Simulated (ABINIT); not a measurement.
# MoS2 (P6_3/mmc): G0W0 with ABINIT, start to end

Wanted: ground state, empty states, screening and self-energy for MoS2 (P6_3/mmc).

Method: PBE and many-body steps on it, plane waves, in ABINIT 10.8.3.

This is a report of a sequence of runs, with most program output left out.

The database entry behind the starting cell differs from later determinations by our own check (about 0.3 % long), so it need not match the best structure at ambient conditions.

### Step 1. The structure

It takes space group P6_3/mmc (No. 194, hexagonal). The conventional cell has a = 3.169 Å, b = 3.169 Å, c = 12.324 Å, α = 90.00°, β = 90.00°, γ = 120.00°. Nearest to Mo lie 6 S at 2.41 Å. S has 3 Mo at 2.41 Å nearest. Farther neighbours and most contacts between anions are not listed.

The cell and positions come from the Crystallography Open Database and are kept as given unless a step says otherwise.

### Step 2. Ground state

This step: ABINIT 10.8.3; DFT, PBE with spin-orbit coupling, plane waves, norm-conserving pseudopotentials.

The ground-state density comes first.

File run.abi:

```
acell 3*1.0 Angstrom
rprim 
  3.169000000004 -0.000000000001 0.000000000000
  -1.584500000001 2.744434504597 0.000000000000
  0.000000000000 0.000000000000 12.324000000000
ntypat 2
znucl 42 16
natom 6
typat 1 1 2 2 2 2
xred 
  0.333333333333 0.666666666667 0.250000000000
  0.666666666667 0.333333333333 0.750000000000
  0.333333333333 0.666666666667 0.623000000000
  0.666666666667 0.333333333333 0.123000000000
  0.333333333333 0.666666666667 0.877000000000
  0.666666666667 0.333333333333 0.377000000000
pp_dirpath "pseudos"
pseudos "Mo.upf, S.upf"
ecut 36
nspinor 2
ngkpt 6 6 2
nshiftk 1
shiftk 0 0 0
kptopt 1
chksymbreak 0
nband 66
occopt 1
tolvrs 1e-10
nstep 60
prtwf 0
optforces 0
optstress 0
indata_prefix "in"
outdata_prefix "out"
tmpdata_prefix "tmp"
```

On the command line:

```bash
$ OMP_NUM_THREADS=1 mpirun -n 8 abinit run.abi > log
```

The job ended after 2.2 min (8 MPI ranks of AMD EPYC 9R45, shared host; peak memory 1.2 GiB; 17 min of CPU time).

This step gave:

```yaml
total_energy: -5030.9746 eV
gap: 0.8830 eV
k_of_the_valence_top: 0, 0, 0
k_of_the_conduction_bottom: 0.1667, 0.1667, 0
least_direct_gap: 1.622 eV
```

The gap is indirect, with the least direct gap 0.74 eV higher.

### Step 3. Bands along the symmetry lines

Levels along a band path, at the cheap level, show where the edges lie and whether the meshes to come will hold them.

File run.abi:

```
acell 3*1.0 Angstrom
rprim 
  3.169000000004 -0.000000000001 0.000000000000
  -1.584500000001 2.744434504597 0.000000000000
  0.000000000000 0.000000000000 12.324000000000
ntypat 2
znucl 42 16
natom 6
typat 1 1 2 2 2 2
xred 
  0.333333333333 0.666666666667 0.250000000000
  0.666666666667 0.333333333333 0.750000000000
  0.333333333333 0.666666666667 0.623000000000
  0.666666666667 0.333333333333 0.123000000000
  0.333333333333 0.666666666667 0.877000000000
  0.666666666667 0.333333333333 0.377000000000
pp_dirpath "pseudos"
pseudos "Mo.upf, S.upf"
ecut 36
nspinor 2
iscf -2
irdden 1
kptopt 0
nkpt 39
kpt 
  0.00000000 0.00000000 0.00000000
  0.12500000 0.00000000 0.00000000
  0.25000000 0.00000000 0.00000000
  0.37500000 0.00000000 0.00000000
  0.50000000 0.00000000 0.00000000
  0.45833333 0.08333333 0.00000000
  0.41666666 0.16666666 0.00000000
  0.37500000 0.25000000 0.00000000
  0.33333333 0.33333333 0.00000000
  0.25000000 0.25000000 0.00000000
  0.16666666 0.16666666 0.00000000
  0.08333333 0.08333333 0.00000000
  0.00000000 0.00000000 0.00000000
  0.00000000 0.00000000 0.12500000
  0.00000000 0.00000000 0.25000000
  0.00000000 0.00000000 0.37500000
  0.00000000 0.00000000 0.50000000
  0.12500000 0.00000000 0.50000000
  0.25000000 0.00000000 0.50000000
  0.37500000 0.00000000 0.50000000
  0.50000000 0.00000000 0.50000000
  0.45833333 0.08333333 0.50000000
  0.41666666 0.16666666 0.50000000
  0.37500000 0.25000000 0.50000000
  0.33333333 0.33333333 0.50000000
  0.25000000 0.25000000 0.50000000
  0.16666666 0.16666666 0.50000000
  0.08333333 0.08333333 0.50000000
  0.00000000 0.00000000 0.50000000
  0.50000000 0.00000000 0.50000000
  0.50000000 0.00000000 0.37500000
  0.50000000 0.00000000 0.25000000
  0.50000000 0.00000000 0.12500000
  0.50000000 0.00000000 0.00000000
  0.33333333 0.33333333 0.50000000
  0.33333333 0.33333333 0.37500000
  0.33333333 0.33333333 0.25000000
  0.33333333 0.33333333 0.12500000
  0.33333333 0.33333333 0.00000000
istwfk *1
nband 68
nbdbuf 6
tolwfr 1e-08
nstep 40
prtwf 0
prtvol 0
indata_prefix "in"
outdata_prefix "out"
tmpdata_prefix "tmp"
```

Wall time 2.4 min (8 MPI ranks); peak memory 1.4 GiB.

Numbers from this step:

```yaml
gap: 0.8830 eV
k_of_the_valence_top: 0, 0, 0
k_of_the_conduction_bottom: 0.1667, 0.1667, 0
least_direct_gap: 1.622 eV
```

The gap is 0.883 eV, as in the run before at this level.

Electronic bands along the path, in eV, zero at the top of the highest filled band:

| point | band 49 | band 50 | band 51 | band 52 | band 53 | band 54 | band 55 | band 56 |
| --- | --- | --- | --- | --- | --- | --- | --- | --- |
| Γ | -1.14 | -1.14 | 0.00 | 0.00 | 2.05 | 2.05 | 2.08 | 2.08 |
| halfway | -1.49 | -1.49 | -1.36 | -1.36 | 1.21 | 1.21 | 1.59 | 1.59 |
| M | -1.39 | -1.39 | -1.27 | -1.27 | 1.59 | 1.59 | 1.64 | 1.64 |
| halfway | -1.11 | -1.11 | -0.89 | -0.89 | 1.44 | 1.44 | 1.56 | 1.56 |
| K | -0.80 | -0.80 | -0.58 | -0.58 | 1.04 | 1.04 | 1.05 | 1.05 |
| halfway | -1.50 | -1.50 | -1.43 | -1.43 | 0.88 | 0.88 | 1.62 | 1.62 |
| Γ | -1.14 | -1.14 | 0.00 | 0.00 | 2.05 | 2.05 | 2.08 | 2.08 |
| halfway | -0.63 | -0.63 | -0.06 | -0.06 | 2.05 | 2.05 | 2.07 | 2.07 |
| A | -0.27 | -0.27 | -0.27 | -0.27 | 2.06 | 2.06 | 2.06 | 2.06 |
| halfway | -1.38 | -1.38 | -1.38 | -1.38 | 1.54 | 1.54 | 1.54 | 1.54 |
| L | -1.33 | -1.33 | -1.33 | -1.33 | 1.61 | 1.61 | 1.61 | 1.61 |
| halfway | -1.05 | -1.05 | -0.93 | -0.93 | 1.48 | 1.48 | 1.53 | 1.53 |
| H | -0.77 | -0.77 | -0.62 | -0.62 | 1.05 | 1.05 | 1.05 | 1.05 |
| halfway | -1.50 | -1.50 | -1.43 | -1.43 | 1.18 | 1.18 | 1.25 | 1.25 |
| A | -0.27 | -0.27 | -0.27 | -0.27 | 2.06 | 2.06 | 2.06 | 2.06 |
| jump to L | -1.33 | -1.33 | -1.33 | -1.33 | 1.61 | 1.61 | 1.61 | 1.61 |
| halfway | -1.37 | -1.37 | -1.29 | -1.29 | 1.60 | 1.60 | 1.63 | 1.63 |
| M | -1.39 | -1.39 | -1.27 | -1.27 | 1.59 | 1.59 | 1.64 | 1.64 |
| jump to H | -0.77 | -0.77 | -0.62 | -0.62 | 1.05 | 1.05 | 1.05 | 1.05 |
| halfway | -0.78 | -0.78 | -0.60 | -0.60 | 1.05 | 1.05 | 1.05 | 1.05 |
| K | -0.80 | -0.80 | -0.58 | -0.58 | 1.04 | 1.04 | 1.05 | 1.05 |

### Step 4. Empty states on the mesh, 3×3×1 mesh, 268 bands

The sums over transitions need many empty states on a uniform mesh; this step solves for them.

File run.abi:

```
acell 3*1.0 Angstrom
rprim 
  3.169000000004 -0.000000000001 0.000000000000
  -1.584500000001 2.744434504597 0.000000000000
  0.000000000000 0.000000000000 12.324000000000
ntypat 2
znucl 42 16
natom 6
typat 1 1 2 2 2 2
xred 
  0.333333333333 0.666666666667 0.250000000000
  0.666666666667 0.333333333333 0.750000000000
  0.333333333333 0.666666666667 0.623000000000
  0.666666666667 0.333333333333 0.123000000000
  0.333333333333 0.666666666667 0.877000000000
  0.666666666667 0.333333333333 0.377000000000
pp_dirpath "pseudos"
pseudos "Mo.upf, S.upf"
ecut 36
nspinor 2
ngkpt 3 3 1
nshiftk 1
shiftk 0 0 0
kptopt 1
chksymbreak 0
iscf -2
irdden 1
istwfk *1
nband 268
nbdbuf 24
tolwfr 1e-09
nstep 60
prtvol 0
indata_prefix "in"
outdata_prefix "out"
tmpdata_prefix "tmp"
```

Run time: 3.4 min. Hardware: 8 MPI ranks; peak memory 0.84 GiB.

Numbers from this step:

| Item | Value |
| --- | --- |
| gap | 1.045 eV |
| k of the valence top | 0, 0, 0 |
| k of the conduction bottom | 0.3333, 0.3333, 0 |
| least direct gap | 1.622 eV |
| k points computed | 3 |
| lowest point of the top converged band, above the valence top | 42.26 eV |

On this mesh the gap is 1.045 eV. The earlier step found 0.883 eV, so this mesh misses an edge.

### Step 5. Screening, 3×3×1 mesh, 244 bands, screening to 119.7 eV

The RPA dielectric matrix is built and inverted for each q.

This step: RPA screening on PBE with spin-orbit coupling, plane waves, norm-conserving pseudopotentials.

run.abi: that of step 4 with these lines changed.

```diff
@@ -25,10 +25,11 @@
 chksymbreak 0
-iscf -2
-irdden 1
 istwfk *1
-nband 268
-nbdbuf 24
-tolwfr 1e-09
-nstep 60
-prtvol 0
+occopt 1
+irdwfk 1
+optdriver 3
+nband 244
+ecuteps 4.4
+inclvkb 0
+awtr 1
+symchi 1
 indata_prefix "in"
```

Wall time 19 s (8 MPI ranks); peak memory 3.1 GiB.

Numbers from this step:

| Item | Value |
| --- | --- |
| ε∞ with local fields, on this mesh, along the program's q direction | 19.25 |
| the same without local fields | 21.86 |
| plasma frequency | 25.86 eV |
| plane waves in the screening matrix | 315 |

Local fields lower ε∞ by 12 %. On a Γ-centred mesh this coarse the value itself is usually too large, while a short band sum pulls it down.

### Step 6. Self-energy, 3×3×1 mesh, 244 bands, screening to 119.7 eV

The self-energy is evaluated for the states that the input lists, and the levels follow from it, in one-shot runs by the linearised quasiparticle equation.

This step: G0W0 on PBE with spin-orbit coupling, plane waves, norm-conserving pseudopotentials.

run.abi: that of step 5 with these lines changed.

```diff
@@ -28,8 +28,17 @@
 irdwfk 1
-optdriver 3
+optdriver 4
 nband 244
+gwcalctyp 0
+ecutsigx 36
+symsigma 0
+nkptgw 2
+kptgw 
+  0.0000000000 0.0000000000 0.0000000000
+  0.3333333333 0.3333333333 0.0000000000
+bdgw 
+  49 56
+  49 56
 ecuteps 4.4
-inclvkb 0
-awtr 1
-symchi 1
+irdscr 1
+ppmodel 1
 indata_prefix "in"
```

The job ended after 34 s (8 MPI ranks; peak memory 2.7 GiB; 4.5 min of CPU time).

Numbers from this step:

```yaml
g0w0_gap_on_the_points_computed: 1.707 eV
starting_gap_on_the_mesh: 1.045 eV
k_of_the_valence_top: 0, 0, 0
k_of_the_conduction_bottom: 0.3333, 0.3333, 0
z_at_the_valence_top: 0.777
z_at_the_conduction_bottom: 0.775
least_direct_g0w0_gap_on_the_computed_points: 2.272 eV
```

The gap on the mesh goes from 1.04 eV to 1.71 eV, a correction of +0.66 eV. The start differs from the 0.88 eV found before because the two sample other k points.

Limits: finite bands, cutoff and mesh; screening head approximate; coarse k mesh. v1 is the top filled band, c1 the lowest empty one. Levels before and after the correction, in eV, zero at the valence-band top of each column:

|  | conduction bottom | valence top |
| --- | --- | --- |
| Kohn-Sham | 1.04 | 0.00 |
| G0W0 | 1.71 | 0.00 |

|  | level | energy (eV) |
| --- | --- | --- |
| Kohn-Sham | Γ v3 | -1.143 |
| Kohn-Sham | Γ v2-v1 | 0.000 |
| Kohn-Sham | Γ c1-c2 | 2.053 |
| Kohn-Sham | Γ c3 | 2.082 |
| Kohn-Sham | (0.333 0.333 0) v3 | -0.795 |
| Kohn-Sham | (0.333 0.333 0) v2-v1 | -0.577 |
| Kohn-Sham | (0.333 0.333 0) c1-c3 | 1.045 |
| G0W0 | Γ v3 | -1.237 |
| G0W0 | Γ v2-v1 | 0.000 |
| G0W0 | Γ c1-c2 | 2.495 |
| G0W0 | Γ c3 | 2.511 |
| G0W0 | (0.333 0.333 0) v3 | -0.805 |
| G0W0 | (0.333 0.333 0) v2-v1 | -0.565 |
| G0W0 | (0.333 0.333 0) c1-c3 | 1.707 |

### Step 7. Where the time went

Times are wall times on 8 MPI ranks of AMD EPYC 9R45, shared host, good to a factor of about two.

| step | time | share | memory (GiB) |
| --- | --- | --- | --- |
| ground state | 2.2 min | 24 % | 1.2 |
| bands along the symmetry lines | 2.4 min | 27 % | 1.4 |
| empty states on the mesh | 3.4 min | 38 % | 0.84 |
| screening | 19 s | 3 % | 3.1 |
| self-energy | 34 s | 6 % | 2.7 |

### Step 8. Results

| Property | Result |
| --- | --- |
| PBE gap | 0.88 eV, indirect |
| G0W0 gap on the mesh | 1.71 eV |
| G0W0 gap over the zone (rigid shift) | 1.55 eV |
| GW settings | 3×3×1 mesh, 244 bands, screening to 119.7 eV, Godby-Needs plasmon pole |
| known limits | not at the basis limit; screening head approximate; coarse k mesh |

**Reading.** G0W0 moves the gap on the mesh from 1.04 eV to 1.71 eV (+0.66 eV), with Z of 0.78 and 0.78 at the edges. The mesh misses the band edges by 0.16 eV in all; a rigid shift gives 1.55 eV for the zone. Local fields lower the RPA ε∞ on this mesh from 21.86 to 19.25; a Γ-centred mesh this coarse tends to raise both, most where the direct gap is narrow, while a short band sum lowers them. Only 2 of the mesh's irreducible points were corrected, so a valley elsewhere could overtake. Bands and cutoff are finite, so the gap is not at the basis limit. The miss can reach some tenths of an eV and take either sign; the mesh is an error of its own. In the G0W0 run levels were corrected at 2 k points alone, so a gap called «on the mesh» is the least over those, and an edge elsewhere would be missed. A denser mesh or path gives a starting gap of 0.88 eV: the GW mesh misses a band edge, so its gaps are not the fundamental one. The 3×3×1 mesh is coarse for this cell, which bears on the long-range parts of exchange and screening. The long-wavelength limit of the screening leaves out the non-local commutator, which shifts ε∞.

[Paths, hosts, dates, memory and timing lines, banners, echoed tables and standing remarks are left out of the program output.]

[Logs are printed without paths, hosts, clocks, repeated set-up lines and the standing remarks that a program may print on its own settings, such as how far it seeks lower states.]

[Runs of the session that timed out or met a known fault of the program may be left out.]

[Hosts, paths, dates, database ids (printed as entryN), source tags and the programs' standing remarks are cut or masked in the printed files.]

[G0W0 gaps are taken among the corrected bands and points alone; a level outside them can change the order at an edge.]

[Where Ansatz stands beside ABINIT at settings called matched, ABINIT's density can come from a denser mesh and the files from another edition; pairs whose starting gaps differed by over 0.03 eV were left out, so agreement reads better than it is.]
